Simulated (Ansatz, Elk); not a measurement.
## Bonding as seen by X-rays: YTl2Cu3

The structure of YTl2Cu3 used here is made up (a known structure type with other elements) and was relaxed beforehand with PBEsol. The aim is the Fourier transform of its all-electron density, F(hkl), set beside the sum over free spherical atoms that refinements use.

Main program and level: Elk 11.2.3 (patched build); DFT, PBE, all-electron APW+lo, Dirac cores, scalar-relativistic bands, static density, no spin.

The structure was built from a prototype and need not be the compound's stable phase.

## (1) The starting structure

The structure is hexagonal, space group P6/mmm (No. 191). Conventional cell: a = 5.504 Å, b = 5.504 Å, c = 4.295 Å, α = 90.00°, β = 90.00°, γ = 120.00°. Tl has 6 Cu at 2.67 Å and 3 Tl at 3.18 Å and 3 Y at 3.18 Å nearest. Nearest to Y lie 6 Tl at 3.18 Å and 12 Cu at 3.49 Å. Nearest to Cu lie 4 Tl at 2.67 Å and 4 Cu at 2.75 Å and 4 Y at 3.49 Å. Farther neighbours are not listed.

Coordinates:

```cif
data_structure
_symmetry_space_group_name_H-M 'P6/mmm'
_symmetry_Int_Tables_number 191
_cell_length_a 5.5040
_cell_length_b 5.5040
_cell_length_c 4.2947
_cell_angle_alpha 90.000
_cell_angle_beta 90.000
_cell_angle_gamma 120.000
_cell_volume 112.68
loop_
_atom_site_label
_atom_site_type_symbol
_atom_site_symmetry_multiplicity
_atom_site_Wyckoff_symbol
_atom_site_fract_x
_atom_site_fract_y
_atom_site_fract_z
_atom_site_occupancy
Tl1 Tl 2 c 0.66667 0.33333 0.00000 1
Y1 Y 1 a 0.00000 0.00000 0.00000 1
Cu1 Cu 3 g 0.00000 0.50000 0.50000 1
```

## (2) Ground state and structure factors

An all-electron density is needed, since X-rays see the cores too. Task 0 finds the density and task 195 Fourier-transforms it; tshift is off so that phases refer to the origin typed.

elk.in reads:

```
tasks
  0
  195

xctype
  20

spinpol
  .false.

rgkmax
  7.0

gmaxvr
  14.0

lmaxo
  7

lmaxapw
  8

swidth
  0.002

tshift
  .false.

ramdisk
  .false.

hmaxvr
  5.5

maxscl
  120

epspot
  1e-06

sppath
  './'

avec
  10.40111056776 0.00000000000 0.00000000000
  -5.20055528388 9.00762597925 0.00000000000
  0.00000000000 0.00000000000 8.11586602211

atoms
  3
  'Tl.in'
  2
  0.6666666667 0.3333333333 0.0000000000   0.000000 0.000000 0.000000
  0.3333333333 0.6666666667 0.0000000000   0.000000 0.000000 0.000000
  'Y.in'
  1
  -0.0000000000 -0.0000000000 0.0000000000   0.000000 0.000000 0.000000
  'Cu.in'
  3
  0.0000000000 0.5000000000 0.5000000000   0.000000 0.000000 0.000000
  0.5000000000 0.5000000000 0.5000000000   0.000000 0.000000 0.000000
  0.5000000000 0.0000000000 0.5000000000   0.000000 0.000000 0.000000

ngridk
  5 5 5
```

Started as:

```bash
$ OMP_NUM_THREADS=4 elk
```

Numbers of over 12 decimals in the logs are rounded to 6 here.

The program printed:

```text
┌─────────────────────────┐
│ Elk code version 11.2.3 │
└─────────────────────────┘

All units are atomic (Hartree, Bohr, etc.)

┌─────────────────────────────────────────────────┐
│ Ground-state run starting from atomic densities │
└─────────────────────────────────────────────────┘

Lattice vectors :
   10.40111057       0.000000000       0.000000000
  -5.200555284       9.007625979       0.000000000
   0.000000000       0.000000000       8.115866022

Reciprocal lattice vectors :
  0.6040879256      0.3487703265      -0.000000000
   0.000000000      0.6975406530       0.000000000
   0.000000000      -0.000000000      0.7741854400

Unit cell volume      :    760.3699182
Brillouin zone volume :   0.3262230758

Muffin-tin inner radius fraction :   0.1000000000E-01

Nuclei treated as point charges

Species : 1 (Tl)
 parameters loaded from : Tl.in
 name : thallium
 nuclear charge    :   -81.00000000
 electronic charge :    81.00000000
 atomic mass :    372567.9643
 muffin-tin radius :    2.691218755
 number of radial points in muffin-tin :   1393
 inner part over the whole radius :   0.9888706928E-02
 number on inner part of muffin-tin    :    999
 approximate nuclear radius :   0.1043008296E-03
 number of mesh points to nuclear radius :    526
 atomic positions (lattice), magnetic fields (Cartesian) :
  1 :  -0.33333333  0.33333333  0.00000000    0.00000000  0.00000000  0.00000000
  2 :   0.33333333 -0.33333333  0.00000000    0.00000000  0.00000000  0.00000000

Species : 2 (Y)
 parameters loaded from : Y.in
 name : yttrium
 nuclear charge    :   -39.00000000
 electronic charge :    39.00000000
 atomic mass :    162065.4503
 muffin-tin radius :    2.600000000
 number of radial points in muffin-tin :   1193
 inner part over the whole radius :   0.9871815862E-02
 number on inner part of muffin-tin    :    847
 approximate nuclear radius :   0.8135895711E-04
 number of mesh points to nuclear radius :    416
 atomic positions (lattice), magnetic fields (Cartesian) :
  1 :   0.00000000  0.00000000  0.00000000    0.00000000  0.00000000  0.00000000

Species : 3 (Cu)
 parameters loaded from : Cu.in
 name : copper
 nuclear charge    :   -29.00000000
 electronic charge :    29.00000000
 atomic mass :    115837.2717
 muffin-tin radius :    2.306758933
 number of radial points in muffin-tin :    993
 inner part over the whole radius :   0.9852565705E-02
 number on inner part of muffin-tin    :    700
 approximate nuclear radius :   0.7406004541E-04
 number of mesh points to nuclear radius :    337
 atomic positions (lattice), magnetic fields (Cartesian) :
  1 :   0.00000000  0.50000000  0.50000000    0.00000000  0.00000000  0.00000000
  2 :   0.50000000  0.50000000  0.50000000    0.00000000  0.00000000  0.00000000
  3 :   0.50000000  0.00000000  0.50000000    0.00000000  0.00000000  0.00000000

Total number of atoms per unit cell :    6
Total muffin-tin volume :    391.1613582
 ratio of muffin-tin to unit cell volume :   0.5144356041

Spin treatment :
 spin-unpolarised

Number of Bravais lattice symmetries :   24
Number of crystal symmetries         :   24
Crystal has inversion symmetry
Real symmetric eigensolver will be used

k-point grid :      5     5     5
k-point offset :    0.000000000       0.000000000       0.000000000
k-point set is reduced with full crystal symmetry group
Total number of k-points :       15

Muffin-tin radius times maximum |G+k| :    7.000000000
 using average radius
Maximum |G+k| for APW functions       :    2.818278545
Maximum (1/2)|G+k|²                   :    3.971346979
Maximum |G| for potential and density :    14.00000000
Constant for pseudocharge density :    9
 order of it for each species :   16  16  16
 order of it for pair densities of each species (exact exchange by exxq0 0: 17) :   11  11   8
Radial integration step length :    1

G-vector grid sizes :     48    48    40
Number of G-vectors :    35131

Maximum angular momentum used for
 APW functions            :    8
 outer part of muffin-tin :    7
[...]
exchange                    :     -1057.6189056045
 correlation                 :     -16.156104202700
 electron entropic           :    -0.16108962493474E-02
 total energy                :     -48928.027727605

Density of states at Fermi energy :    119.2912113
 (states/Hartree/unit cell)

Estimated indirect band gap :   0.3439110488E-02
 from k-point 7 to k-point 2
Estimated direct band gap   :   0.7750398989E-02
 at k-point 9

Charges :
 core                        :    188.0000000
 valence                     :    100.0000000
 interstitial                :    9.157029807
 muffin-tins (core leakage)
  species : 1 (Tl)
[...]
species : 2 (Y)
[...]
species : 3 (Cu)
[...]
total in muffin-tins        :    278.8429702
 total calculated charge     :    287.9986311
 total charge                :    288.0000000
 error                       :   0.1368931629E-02

RMS change in Kohn-Sham potential (target) :   0.3882874097     (  0.1000000000E-05)
Absolute change in total energy (target)   :   0.1064197645     (  0.1000000000E-03)

[... loops 3 to 17 left out ...]

┌──────────────────┐
│ Loop number : 18 │
└──────────────────┘

Energies :
 Fermi                       :     0.269895
 sum of occupied eigenvalues :     -29889.030034473
 electron kinetic            :      55573.299301622
 core electron kinetic       :      54501.116642643
 Coulomb                     :     -103424.43935435
 Coulomb potential           :     -84055.601986421
 nuclear-nuclear             :     -4291.1115701487
 electron-nuclear            :     -114310.68139119
 Hartree                     :      15177.353606988
 Madelung                    :     -61396.638361137
 xc potential                :     -1406.7273496741
 exchange                    :     -1060.5605655718
 correlation                 :     -16.169340354019
 electron entropic           :    -0.99183000537177E-03
 total energy                :     -48927.870950482

Density of states at Fermi energy :    69.43775163
 (states/Hartree/unit cell)

Estimated indirect band gap :   0.2185376144E-02
 from k-point 6 to k-point 1
Estimated direct band gap   :   0.9349291032E-02
 at k-point 11

Charges :
 core                        :    188.0000000
 valence                     :    100.0000000
 interstitial                :    7.910531711
 muffin-tins (core leakage)
  species : 1 (Tl)
[...]
species : 2 (Y)
[...]
species : 3 (Cu)
[...]
total in muffin-tins        :    280.0894683
 total calculated charge     :    287.9987271
 total charge                :    288.0000000
 error                       :   0.1272915674E-02

RMS change in Kohn-Sham potential (target) :   0.1016178611E-06 (  0.1000000000E-05)
Absolute change in total energy (target)   :   0.6535706052E-04 (  0.1000000000E-03)

Convergence targets achieved

┌──────────────────┐
│ Loop number : 19 │
└──────────────────┘

Energies :
 Fermi                       :     0.269895
 sum of occupied eigenvalues :     -29889.030024562
 electron kinetic            :      55573.299317103
 core electron kinetic       :      54501.116650391
 Coulomb                     :     -103424.43935784
 Coulomb potential           :     -84055.601984848
 nuclear-nuclear             :     -4291.1115701487
 electron-nuclear            :     -114310.68139967
 Hartree                     :      15177.353611987
 Madelung                    :     -61396.638365412
 xc potential                :     -1406.7273568171
 exchange                    :     -1060.5605659185
 correlation                 :     -16.169340349316
 electron entropic           :    -0.99182994797308E-03
 total energy                :     -48927.870938831

Density of states at Fermi energy :    69.43775146
 (states/Hartree/unit cell)

Estimated indirect band gap :   0.2185368977E-02
 from k-point 6 to k-point 1
Estimated direct band gap   :   0.9349293221E-02
 at k-point 11

Charges :
 core                        :    188.0000000
 valence                     :    100.0000000
 interstitial                :    7.910531429
 muffin-tins (core leakage)
  species : 1 (Tl)
[...]
species : 2 (Y)
[...]
species : 3 (Cu)
   atom 1                    :    27.97478864     (  0.2648382437E-03)
   atom 2                    :    27.97478864     (  0.2648382437E-03)
   atom 3                    :    27.97478864     (  0.2648382437E-03)
 total in muffin-tins        :    280.0894686
 total calculated charge     :    287.9987271
 total charge                :    288.0000000
 error                       :   0.1272915711E-02

┌──────────────────────────────┐
│ Self-consistent loop stopped │
└──────────────────────────────┘

Warning : core states of species 3 leak from the muffin-tin :   0.2648382437E-03

Wrote STATE.OUT
```

Wall time 47 s (4 threads of Arm Neoverse V1, shared host); peak memory 0.26 GiB; 2 min of CPU time.

SFACRHO.OUT:

```text

h k l indices transformed by vhmat matrix:
   1.000000000       0.000000000       0.000000000    
   0.000000000       1.000000000       0.000000000    
   0.000000000       0.000000000       1.000000000    

      h      k      l  multipl.   |H|            Re(F)            Im(F)           |F|

      0      0      0      1   0.0000000       288.00000      0.54348290E-16   288.00000    
      0     -1      0      6  0.69754065      -68.089804     -0.39198113E-13   68.089804    
      0      0      1      2  0.77418544       106.14398      0.42340334E-13   106.14398    
      0     -1     -1     12   1.0420778      -14.818022      0.30327141E-13   14.818022    
     -1      2      0      6   1.2081759       147.77807     -0.67644701E-13   147.77807    
     -2      0      0      6   1.3950813       30.746020      0.49479193E-14   30.746020    
     -2      1     -1     12   1.4349397       187.34539      0.21826349E-14   187.34539    
      0      0      2      2   1.5483709       227.13614     -0.74249006E-13   227.13614    
      0     -2     -1     12   1.5954983      -101.70759     -0.13670769E-12   101.70759    
      1      0     -2     12   1.6982389      -57.107138     -0.82628678E-14   57.107138    
      3     -1      0     12   1.8455191      -55.573888      0.18219952E-13   55.573888    
     -2      1      2     12   1.9639606       129.43904      0.92727133E-14   129.43904    
      1     -3      1     24   2.0013255      -14.739212     -0.46347973E-13   14.739212    
      2     -2      2     12   2.0841555       23.635041     -0.22989282E-13   23.635041    
      3     -3      0      6   2.0926220       126.48280      0.23237307E-13   126.48280    
      0     -3     -1     12   2.2312395       160.39583      0.12517302E-12   160.39583    
      0      0     -3      2   2.3225563       85.482408     -0.11622057E-12   85.482408    
      3     -2     -2     24   2.4090233      -49.851970     -0.70380730E-14   49.851970
```

Elk indexes on the primitive cell of elk.in and gives |H| = 4π sin θ/λ in inverse bohr. Below, one row stands for each form hkl of the conventional cell (m members, Friedel mates merged), F is for one primitive cell and the density is static (no thermal factor). Free-atom factors are Waasmaier and Kirfel's, and R is Σm||F|−|F'||/Σm|F|.

```
hkl   m  sin θ/λ (Å⁻¹)  abs F, DFT  neutral atoms   diff.
100   6          0.105      68.090         68.237  -0.148
001   2          0.116     106.144        105.999  +0.145
101  12          0.157      14.818         14.674  +0.144
110   6          0.182     147.778        147.899  -0.121
200   6          0.210      30.746         31.719  -0.973
111  12          0.216     187.345        188.016  -0.671
002   2          0.233     227.136        228.563  -1.427
201  12          0.240     101.708        102.880  -1.172
102  12          0.255      57.107         57.600  -0.493
210  12          0.278      55.574         55.977  -0.403
112  12          0.295     129.439        129.253  +0.186
211  24          0.301      14.739         14.605  +0.134
202  12          0.313      23.635         24.187  -0.552
300   6          0.315     126.483        126.347  +0.136
301  12          0.336     160.396        160.572  -0.176
003   2          0.349      85.482         85.093  +0.390
212  24          0.362      49.852         50.018  -0.166
220   6          0.363     189.873        190.196  -0.323
```

## (3) The highest occupied states alone

An energy window below the Fermi level keeps the highest occupied states, to see at which angles they scatter; shallow core shells can lie inside it and anion s states outside. No new self-consistency is needed.

Changes to elk.in since step 2:

```diff
@@ -1,3 +1,2 @@
 tasks
-  0
   195
@@ -40,2 +39,5 @@
 
+wsfac
+  -0.281340 0.569900
+
 sppath
```

Started as:

```bash
$ OMP_NUM_THREADS=4 elk
```

The program printed:

```text
┌─────────────────────────────────┐
│ Elk code version 11.2.3 started │
└─────────────────────────────────┘

Info(readinput): the functional depends on the density's gradient
 muffin-tin radial points multiplied by    2.00000
 (not where nrmtscf is given)

┌────────────────────┐
│ Current task : 195 │
└────────────────────┘
Info(checkmt): changed muffin-tin radius of species 1 (Tl) from   2.8000 to   2.6912
Info(checkmt): changed muffin-tin radius of species 3 (Cu) from   2.4000 to   2.3068

Info(sfacrho): density structure factors written to SFACRHO.OUT

 Energy window :  -0.2813400000      0.5699000000

┌──────────────────┐
│ Elk code stopped │
└──────────────────┘
```

Elapsed: 20 s, on 4 threads; peak memory 0.18 GiB.

States within 15 eV below the Fermi level hold 62.00 electrons; any levels below the window count with the cores. Their amplitudes can exceed the total, where window and core parts have opposite phase:

```
hkl  sin θ/λ (Å⁻¹)  abs F, window  abs F, all
100          0.105         18.051      68.090
001          0.116          8.085     106.144
101          0.157          0.938      14.818
110          0.182          4.771     147.778
200          0.210         14.618      30.746
111          0.216         15.561     187.345
002          0.233         25.776     227.136
201          0.240         21.091     101.708
102          0.255          8.653      57.107
210          0.278          7.646      55.574
```

## (4) Another functional

The difference from free atoms is small, so it is set against the change that LDA (Perdew-Wang) makes.

Changes to elk.in since step 3:

```diff
@@ -1,2 +1,3 @@
 tasks
+  0
   195
@@ -4,3 +5,3 @@
 xctype
-  20
+  3
 
@@ -39,5 +40,2 @@
 
-wsfac
-  -0.281340 0.569900
-
 sppath
```

Started as:

```bash
$ OMP_NUM_THREADS=4 elk
```

The program printed:

```text
┌─────────────────────────┐
│ Elk code version 11.2.3 │
└─────────────────────────┘

All units are atomic (Hartree, Bohr, etc.)

┌─────────────────────────────────────────────────┐
│ Ground-state run starting from atomic densities │
└─────────────────────────────────────────────────┘

Lattice vectors :
   10.40111057       0.000000000       0.000000000
  -5.200555284       9.007625979       0.000000000
   0.000000000       0.000000000       8.115866022

Reciprocal lattice vectors :
  0.6040879256      0.3487703265      -0.000000000
[...]
species : 1 (Tl)
[...]
species : 2 (Y)
[...]
species : 3 (Cu)
[...]
atom 2                    :    27.98957660     (  0.2750929397E-03)
   atom 3                    :    27.98957660     (  0.2750929397E-03)
 total in muffin-tins        :    280.1638544
 total calculated charge     :    287.9986938
 total charge                :    288.0000000
 error                       :   0.1306205046E-02

┌──────────────────────────────┐
│ Self-consistent loop stopped │
└──────────────────────────────┘

Warning : core states of species 3 leak from the muffin-tin :   0.2750929397E-03

Wrote STATE.OUT
[key lines of the parts left out:]
total energy                :     -48894.419632808
```

The job ended after 27 s (4 threads; peak memory 0.19 GiB; 70 s of CPU time).

Against the first run R = 0.02 %; the largest change is -0.062 at 220.

## (5) Basis size

A smaller basis shows how fast F responds to it; the change is likely larger than the basis error of the first run, but doesn't show convergence.

Changes to elk.in since step 4:

```diff
@@ -5,3 +5,3 @@
 xctype
-  3
+  20
 
@@ -11,3 +11,3 @@
 rgkmax
-  7.0
+  5.5
```

Started as:

```bash
$ OMP_NUM_THREADS=4 elk
```

The program printed:

```text
┌─────────────────────────┐
│ Elk code version 11.2.3 │
└─────────────────────────┘

All units are atomic (Hartree, Bohr, etc.)

┌─────────────────────────────────────────────────┐
│ Ground-state run starting from atomic densities │
└─────────────────────────────────────────────────┘

Lattice vectors :
   10.40111057       0.000000000       0.000000000
  -5.200555284       9.007625979       0.000000000
   0.000000000       0.000000000       8.115866022

Reciprocal lattice vectors :
  0.6040879256      0.3487703265      -0.000000000
[...]
species : 1 (Tl)
[...]
species : 2 (Y)
[...]
species : 3 (Cu)
[...]
atom 2                    :    27.90702420     (  0.2653818835E-03)
   atom 3                    :    27.90702420     (  0.2653818835E-03)
 total in muffin-tins        :    279.7863736
 total calculated charge     :    287.9991387
 total charge                :    288.0000000
 error                       :   0.8613448794E-03

┌──────────────────────────────┐
│ Self-consistent loop stopped │
└──────────────────────────────┘

Warning : core states of species 3 leak from the muffin-tin :   0.2653818835E-03

Wrote STATE.OUT
[key lines of the parts left out:]
total energy                :     -48927.546217893
```

The job ended after 41 s (4 threads; peak memory 0.25 GiB; 1.7 min of CPU time).

Against the first run R = 0.02 %; the largest change is +0.156 at 220.

## (6) Settings against the effect

```
              run  R against the first run (%)  R against neutral atoms, low angle (%)  wall time
    PBE, rgkmax 7                         0.00                                    0.55       47 s
LDA (Perdew-Wang)                         0.02                                    0.55       27 s
       rgkmax 5.5                         0.02                                    0.57       41 s
```

## (7) What came out

| Property | Result |
| --- | --- |
| R against neutral atoms, sin θ/λ < 0.3 Å⁻¹ | 0.55 % |
| R against neutral atoms, 0.3 to 0.83 Å⁻¹ | 0.18 % |

In words: Independent neutral atoms miss the calculated amplitudes by R = 0.55 % below 0.3 Å⁻¹ and 0.18 % from there to 0.83 Å⁻¹; by shells, 0.19 % below 0.15 Å⁻¹ (2 forms), 0.57 % 0.15 to 0.3 (9 forms), 0.18 % 0.3 to 0.45 (19 forms), 0.18 % above 0.45 (108 forms). Bonding, aspherical density and the tables' own atoms all enter these figures, and the runs don't part them. The largest change of an amplitude is -1.43 electrons, at 002. The window's part falls from 62.0 electrons at the origin to at most 7.24 between 0.45 and 0.83 Å⁻¹, where compact states inside the window still scatter. The window holds more than the 42 outer electrons of the free atoms, so shallow core shells lie inside it. Below 0.3 Å⁻¹ the changes that finished (LDA (Perdew-Wang) and rgkmax 5.5) move F by R = 0.03 % at most, against the 0.55 % that separates it from free atoms. The k-mesh has no finished test. These runs have no spin, though d or f shells may be open. Spin-orbit coupling is left out, which can matter for elements this heavy. Part of the difference isn't bonding: the tables are fits to free atoms and ions calculated by other methods than this functional. Thermal motion, anomalous dispersion and extinction are left out.

[Logs are printed without paths, hosts, clocks, repeated set-up lines and the standing remarks that a program may print on its own settings, such as how far it seeks lower states.]

[Hosts, paths, dates, database ids (printed as entryN), source tags and the programs' standing remarks are cut or masked in the printed files.]
